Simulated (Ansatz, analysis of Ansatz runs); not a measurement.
# SrWO4 (I4_1/a): a line between two W sites for an added electron, part 2 of 2

Aim: the energy barrier that a trapped electron meets when it moves from one W atom to another one nearby in SrWO4 (I4_1/a). The model is a cell of 96 host atoms.

Ansatz 0.2.0; plane-wave PAW DFT, PBEsol+U; relaxation of all atoms of a supercell at fixed charge in a uniform background; PAW set soft_1.

So far. Step 2 (The cell without the carrier): The largest displacement from an ideal site is 0.008 Å. Step 3 (The electron on the first site): The largest changes of the moments are 0.35 μB on W79, 0.02 μB on O22 and 0.02 μB on O57. The largest part sits on the chosen site.

**4. The electron on the second site**

The same start is made on the second site, to get the end of the hop.

B.relax/input.yaml reads:

```yaml
crystal:
  lattice:
    - [10.81023386, 0.0, 0.0]
    - [0.0, 10.81023386, 0.0]
    - [0.0, 0.0, 11.836472]
  atoms:
    - { symbol: Sr, position: [-6.2e-05, 0.249759, 0.250007] }
    - { symbol: Sr, position: [0.249886, -9.9e-05, 0.749948] }
[... 19 atom lines left out ...]
    - { symbol: O, position: [0.427541, 0.382276, 0.416261] }
[... 1 atom line left out ...]
    - { symbol: O, position: [0.375489, 0.326038, 0.661617] }
[... 15 atom lines left out ...]
    - { symbol: O, position: [0.38195, 0.57209, 0.583448] }
[... 12 atom lines left out ...]
    - { symbol: W, position: [0.499774, 0.249845, 0.749812], spin: 1.0 }
[... 3 atom lines left out ...]
    - { symbol: O, position: [0.617348, 0.427559, 0.583559] }
[... 21 atom lines left out ...]
    - { symbol: W, position: [0.499734, 0.499892, 0.499949] }
[... 16 atom lines left out ...]
    - { symbol: O, position: [0.882157, 0.822179, 0.666454] }
total_charge: -1
basis:
  ecutwfc: 420
  xc_grid: 2
hamiltonian:
  xc: pbesol
  hubbard:
    sites: [{ species: W, l: d, u_eff: 4.0 }]
    projectors: ortho-atomic
  pseudopotentials: { kind: paw, azcp: { folder: soft_1 }, xc_functional: pbe }
kpoints:
  mp_grid: { grid: [1, 1, 1] }
magnetization:
  spin_polarized: true
  initial_magnetization: 1
  spin_locking: { lock_magnetization: hard }
scf:
  occupations: { method: fermi_dirac, width: 0.01 }
  max_iter: 120
  lower_state_search: "off"
output:
  forces: true
relax:
  f_tol: 0.015
  max_steps: 70
  escape_saddle: false
checkpoint:
  write: "../B.relax.run"
  compress: false
  write_wavefunctions: true
  write_every: 100000
```

Command:

```bash
$ ansatz run input.yaml --threads 32 --pin off --max-ram 84787MiB --backend cuda --events-out ev --progress --plain --runs-dir out --max-vram 78GiB
```

Numbers of over 12 decimals in the logs are rounded to 6 here.

The log of the run:

```text
[...]
Crystal: 96 atoms, lattice volume = 1383.224 Å³
Basis set: ecut = 420 eV, 27063 PW (Γ), exchange–correlation on 150×150×160 points (8 copies of the dense FFT grid, shifted against one another)
Bands: 481, of which v1, the nominal top of the filled ones, is band 385 counted from 1 (384 counted from 0)
Symmetry: 1 space group operations
[...]
k-points: 1
[...]
Starting moments: Σ|m| = 1 μB on 1 of 96 sites
[...]
SCF iter   1: F=—  HF=-255967.930068 eV  |Δ(HF+E_count)|=         —  Δρ=4.65e-2 (↑4.65e-2 ↓4.60e-2)  dr2=2.51e2  dr2_m=1.97e-1  M=1.000 μB ∫|m|=1.230 μB  Hψ=6142
[...]
SCF iter   3: F=—  HF=-255903.680271 eV  |Δ(HF+E_count)|=    3.43e1  Δρ=9.03e-3 (↑9.03e-3 ↓8.87e-3)  dr2=9.45e0  dr2_m=8.79e-3  M=1.000 μB ∫|m|=1.239 μB  Hψ=2204
[...]
Per-site moments (μB) at R_I (Å): [(1.4345166616470187e-5, 1.050067), (0.00228019, 1.006742), (3.7167412971901005e-5, 1.052643), [... 6 left out ...]
Free energy (F): -255901.619900 eV
[...]
Internal energy: -255901.619900 eV  (E = F + TS)
E sigma→0 (E₀):  -255901.619900 eV
Fermi energy:    10.777102 (↑ 10.780346, ↓ 9.135427) eV
[...]
--- Forces (eV/Å), atoms counted from 1 ---
  atom   1  Sr    -0.00005301     0.00002123    -0.00156834
  atom   2  Sr    -0.00037040    -0.00071771    -0.00251764
  [... 4 atoms left out ...]
  [... 90 more lines of this table ...]
  max |Σ_I F_I| component: 2.11e-6 eV/Å
--- Band table (eV) ---
[...]
Occupation matrices written to <dir>
--- Relaxed structure (7 steps of the walk, 7 accepted, 0 SCFs on fresh bases) ---
  F+E_penalty+E_count = -255901.61989968 eV   max|allowed force component| = 7.270e-3 eV/Å
  atoms:
    - { symbol: Sr, position: [-0.000134, 0.249804, 0.251289] }
    - { symbol: Sr, position: [0.252022, 0.002108, 0.750276] }
    [... 4 atoms left out ...]
  [... 90 more lines of this table ...]
[key lines of the parts left out:]
SCF converged after 7 iterations
Magnetization: 1.0000 μB (385.0000 up, 384.0000 down)
```

It took 9.3 s on 1 × NVIDIA GB200 with 32 threads of Arm Neoverse V2, shared host; peak memory 1.9 GiB.

Distances from W53 without and with the electron:

| atom | without (Å) | with (Å) |
| --- | --- | --- |
| O24 | 1.79 | 1.85 |
| O59 | 1.79 | 1.85 |
| O14 | 1.79 | 1.85 |
| O65 | 1.79 | 1.85 |

The largest changes of the moments are 0.35 μB on W53, 0.02 μB on O14 and 0.02 μB on O59. The largest part sits on the chosen site.

**5. Points on the line between the two structures**

All atoms move on the straight line between the two relaxed structures, 2.81 amu^1/2 Å long in mass-weighted terms. Each point starts from the state of the point before, once from either end, so that both localised states can be followed; the midpoint is also started with the carrier shared.

A.x0500/input.yaml reads:

```yaml
crystal:
  lattice:
    - [10.81023386, 0.0, 0.0]
    - [0.0, 10.81023386, 0.0]
    - [0.0, 0.0, 11.836472]
  atoms:
    - { symbol: Sr, position: [-0.000384, 0.24976, 0.250777] }
    - { symbol: Sr, position: [0.250902, 0.001207, 0.749942] }
[... 19 atom lines left out ...]
    - { symbol: O, position: [0.425327, 0.377473, 0.418747] }
[... 1 atom line left out ...]
    - { symbol: O, position: [0.376769, 0.323513, 0.670969] }
[... 28 atom lines left out ...]
    - { symbol: W, position: [0.500276, 0.249374, 0.750272] }
[... 3 atom lines left out ...]
    - { symbol: O, position: [0.622949, 0.426085, 0.578906] }
[... 1 atom line left out ...]
    - { symbol: O, position: [0.574401, 0.372127, 0.831116] }
[... 19 atom lines left out ...]
    - { symbol: W, position: [0.499458, 0.500228, 0.499586], spin: 1.0 }
[... 16 atom lines left out ...]
    - { symbol: O, position: [0.881924, 0.822121, 0.666689] }
total_charge: -1
basis:
  ecutwfc: 420
  xc_grid: 2
hamiltonian:
  xc: pbesol
  hubbard:
    sites: [{ species: W, l: d, u_eff: 4.0 }]
    projectors: ortho-atomic
  pseudopotentials: { kind: paw, azcp: { folder: soft_1 }, xc_functional: pbe }
kpoints:
  mp_grid: { grid: [1, 1, 1] }
magnetization:
  spin_polarized: true
  initial_magnetization: 1
  spin_locking: { lock_magnetization: hard }
scf:
  occupations: { method: fermi_dirac, width: 0.01 }
  max_iter: 120
  lower_state_search: "off"
output:
  forces: true
  eigenvalues: true
  eigenstates: { localisation: true }
  write_density: true
  write_potential: true
  volumetric_format: npy
checkpoint:
  read: "../A.x0375.run"
  write: "../A.x0500.run"
  compress: false
  write_wavefunctions: true
  write_every: 100000
```

The log of the run:

```text
[...]
Warning: checkpoint.read: the run can stay near the saved state's solution: 96 site(s) moved relative to the saved geometry (max |Δs| = 1.465e-3 fractional); [...]
[...]
device memory: the entry about to start is reckoned to put 7.3 GiB on a device that reports 182.5 GiB free (of which the cap on the GPU budget leaves the run 78.0 GiB)
GPU FFT provider: cuFFT
GPU libraries: cuBLAS 13.8.1, cuFFT 12.4.0, cuSOLVER 12.3.2
GPU matrix products: emulated (plane waves: as basis.precision tells), large ones in fixed point in workspaces of 1.00 GiB
Crystal: 96 atoms, lattice volume = 1383.224 Å³
Basis set: ecut = 420 eV, 27063 PW (Γ), exchange–correlation on 150×150×160 points (8 copies of the dense FFT grid, shifted against one another)
Bands: 481, of which v1, the nominal top of the filled ones, is band 385 counted from 1 (384 counted from 0)
Symmetry: 1 space group operations
[...]
k-points: 1
[...]
Starting moments: Σ|m| = 1 μB on 1 of 96 sites; this step starts from the density that it was given
[...]
GPU buffer pool allocated for 450000 grid points (all kernels)
GPU transforms: local potential and band sums: pruned to the plane-wave sphere, on 75×75×80
[...]
SCF iter   1: F=—  HF=-255901.429464 eV  |Δ(HF+E_count)|=         —  Δρ=9.00e-3 (↑9.00e-3 ↓4.22e-4)  dr2=2.89e0  dr2_m=2.64e-1  M=1.000 μB ∫|m|=1.490 μB  Hψ=5948
[...]
spin=Collinear: Resta preconditioning applied to the charge; magnetization (m = ρ↑ − ρ↓) channel mixes plain (no charge-response kernel on spin).
SCF iter   2: F=—  HF=-255901.404429 eV  |Δ(HF+E_count)|=   2.50e-2  Δρ=2.38e-3 (↑2.38e-3 ↓9.28e-4)  dr2=2.83e-1  dr2_m=1.13e-2  M=1.000 μB ∫|m|=1.213 μB  Hψ=1370
[...]
SCF iter  17: F=-255901.401804 eV  HF=-255901.401804 eV  |Δ(HF+E_count)|=   3.17e-9  Δρ=2.70e-7 (↑2.70e-7 ↓2.24e-7)  dr2=2.37e-9  dr2_m=1.44e-10  M=1.000 μB ∫|m|=1.218 μB  Hψ=5183
SCF 1 converged in 17 iterations: F = -255901.401804 eV  dr2 = 2.37e-9
[...]
SCF converged after 17 iterations
[...]
Magnetization: 1.0000 μB (385.0000 up, 384.0000 down)
Absolute magnetization: 1.2238 μB (∫|ρ↑−ρ↓|, with the PAW one-centre terms)
[...]
Per-site moments (μB) at R_I (Å): [(3.484184591666545e-5, 1.051354), (0.00173325, 1.038902), (2.0498487442607432e-5, 1.052138), [... 6 left out ...]
Free energy (F): -255901.401804 eV
[...]
Internal energy: -255901.401269 eV  (E = F + TS)
E sigma→0 (E₀):  -255901.401536 eV
Entropy (-TS):   -0.000535 eV (-0.006 meV/atom)
Fermi energy:    10.828068 (↑ 10.828068, ↓ 9.008001) eV
[...]
--- Forces (eV/Å), atoms counted from 1 ---
  atom   1  Sr     0.00037566    -0.00667256     0.00932499
  atom   2  Sr    -0.00532184    -0.00230867     0.00366527
  [... 1 atom left out ...]
  atom   4  Sr    -0.04644596    -0.02341843    -0.01565968
  [... 2 atoms left out ...]
  [... 90 more lines of this table ...]
  max |Σ_I F_I| component: 3.93e-6 eV/Å
--- Band table (eV) ---
[...]
Occupation matrices written to <dir>
```

Wall time 2.7 s (1 × NVIDIA GB200 with 32 threads); peak memory 1.5 GiB; 14 s of CPU time.

The column dr2 measures how far the density is from self-consistency, as an energy; F and HF (Harris–Foulkes) agree once it is small.

From eigenstates.tsv, first k-point; energies on the run's zero. The participation number counts the atoms that a state is spread over, of 96; bands count from 0.

| spin | band | energy (eV) | occupation | participation | largest share on | share |
| --- | --- | --- | --- | --- | --- | --- |
| down | 378 | 6.625 | 1.00 | 34.9 | O18 | 0.05 |
| down | 379 | 6.680 | 1.00 | 18.2 | O24 | 0.09 |
| down | 380 | 6.681 | 1.00 | 24.1 | O22 | 0.10 |
| down | 381 | 6.740 | 1.00 | 11.1 | O91 | 0.14 |
| down | 382 | 6.761 | 1.00 | 27.3 | O22 | 0.08 |
| down | 383 | 6.817 | 1.00 | 12.0 | O24 | 0.16 |
| down | 384 | 11.199 | 0.00 | 29.8 | W6 | 0.06 |
| down | 385 | 11.311 | 0.00 | 42.5 | W55 | 0.05 |
| down | 386 | 11.329 | 0.00 | 28.4 | W5 | 0.08 |
| down | 387 | 11.393 | 0.00 | 25.3 | W6 | 0.08 |
| down | 388 | 11.393 | 0.00 | 25.3 | W8 | 0.08 |
| up | 379 | 6.680 | 1.00 | 17.6 | O24 | 0.09 |
| up | 380 | 6.683 | 1.00 | 24.2 | O22 | 0.10 |
| up | 381 | 6.743 | 1.00 | 11.2 | O91 | 0.13 |
| up | 382 | 6.764 | 1.00 | 26.9 | O22 | 0.09 |
| up | 383 | 6.823 | 1.00 | 11.9 | O24 | 0.16 |
| up | 384 | 10.773 | 1.00 | 7.8 | W53 | 0.23 |
| up | 385 | 10.883 | 0.00 | 8.2 | W53 | 0.22 |
| up | 386 | 11.202 | 0.00 | 29.0 | W6 | 0.06 |
| up | 387 | 11.319 | 0.00 | 39.1 | W55 | 0.06 |
| up | 388 | 11.338 | 0.00 | 22.7 | W5 | 0.10 |
| up | 389 | 11.386 | 0.00 | 25.1 | W78 | 0.08 |

Under PBEsol+U (4 eV) at the zone centre alone, the highest filled state is spin up, spread over 8 of 96 atoms, and the lowest empty one, 0.11 eV above it, is spin up, spread over 8 of 96 atoms.

The largest moments in the atoms' spheres: W53 0.19, W79 0.19, W29 0.01, W7 0.01, O57 -0.01, O24 -0.01 μB.

Free energies from the first end:

| started from | fraction | energy (eV) | moment change on W79 (μB) | on W53 (μB) |
| --- | --- | --- | --- | --- |
| first site | 0 | 0.000 | 0.35 | 0.00 |
| first site | 0.125 | 0.021 | 0.34 | 0.00 |
| first site | 0.25 | 0.082 | 0.33 | 0.01 |
| first site | 0.375 | 0.172 | 0.29 | 0.05 |
| first site | 0.5 | 0.218 | 0.19 | 0.19 |
| first site | 0.625 | 0.172 | 0.05 | 0.29 |
| second site | 0.875 | 0.021 | 0.00 | 0.34 |
| second site | 0.75 | 0.082 | 0.01 | 0.33 |
| second site | 0.625 | 0.172 | 0.05 | 0.29 |
| second site | 0.5 | 0.218 | 0.19 | 0.19 |
| second site | 0.375 | 0.172 | 0.29 | 0.05 |
| shared | 0.5 | 0.218 | 0.19 | 0.19 |
| second site | 1 | 0.000 | 0.00 | 0.35 |

**6. Summary of results**

```json
{"barrier forward": "0.22 eV", "barrier backward": "0.22 eV", "distance of the two sites without the carrier": "4.01 Å", "carrier at the midpoint": "shared"}
```

In words: On this line the electron must cross 0.22 eV to hop 4.01 Å; both ends have the same energy within 0.005 eV. At the midpoint the lowest state found shares the carrier between both sites, and no finished start kept it on one. That fits an adiabatic hop but does not prove it, since self-interaction left by this U favours sharing too. With an assumed attempt frequency of 1e13 per second the rate at 300 K would be 2e+09 per second for this barrier, if every crossing succeeded. A straight line need not be the lowest path, so the true barrier at this U can be lower, or higher if the ends can still break their symmetry. No run compares the localised electron with one spread in the band, so its binding is unknown and the barrier may exceed it. The program's search for lower electronic states was switched off in all runs, so that each state is followed; none is shown to be the lowest at its structure. No image-charge correction is applied; it nearly cancels along the line while the charge stays localised. Limits: sampling at the zone centre alone can move energies of charged and open-shell states by tenths of an eV or more in cells of this size; gap and trapping depend on the U chosen (W d 4.0 eV); spin–orbit coupling, which can matter with heavy atoms, is left out.

[Logs are printed without paths, hosts, clocks, repeated set-up lines and the standing remarks that a program may print on its own settings, such as how far it seeks lower states.]

[Hosts, paths, dates, database ids (printed as entryN), source tags and the programs' standing remarks are cut or masked in the printed files.]
